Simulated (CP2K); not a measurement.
Consider 3-cyanothiophene at its PBE geometry (Å).

```xyz
10

N     3.1513   -0.4210    0.2627
C     2.0067   -0.2133    0.1588
C     0.6138    0.0499    0.0290
C    -0.4139   -0.9441    0.1275
C    -1.6662   -0.4079   -0.0362
S    -1.6020    1.2896   -0.3080
C     0.0999    1.3178   -0.2075
H    -0.2189   -1.9972    0.3107
H    -2.6245   -0.9171   -0.0126
H     0.6538    2.2433   -0.3242
```

Method: CP2K XAS_TDP, all-electron GAPW, PBEh(45%), aug-cc-pVDZ, TDA, GW2X-corrected core level, ZORA, spin–orbit coupling.

Q: Where do the S L₂,₃-edge lines lie, and how strong are they?

Leading lines: S6 167.64 eV. The leading line of an atom is its first one with 35 % of the strongest within 2.5 eV of its lowest line over the strength cut. Core ionisation energies at this level: S6 171.98/172.07/173.13 eV; the 2p½ level lies 1.10 eV above the 2p3/2 pair.

The first six lines of each atom with a strength over 0.0003:

```csv
atom,energy (eV),states,"strength, one atom",above the computed threshold
S6 (bonded to 2 C),167.16,2,0.0004,
,167.64,1,0.0021,
,167.91,1,0.0019,
,168.70,2,0.0017,
,169.03,1,0.0041,
,169.63,1,0.0004,
```

Lines are vertical, at one geometry, with no vibrational structure. GW2X ionisation energies and lines can be off by 1 to 2 eV either way, and a good line position may hide errors that cancel. Rydberg lines, and the discretised continuum above threshold, depend on the basis and the box.

[Banner, clock and machine lines of the logs are left out without a mark of their own.]

[Logs are printed without paths, hosts, clocks, repeated set-up lines and the standing remarks that a program may print on its own settings, such as how far it seeks lower states.]

[Hosts, paths, dates, database ids (printed as entryN), source tags and the programs' standing remarks are cut or masked in the printed files.]
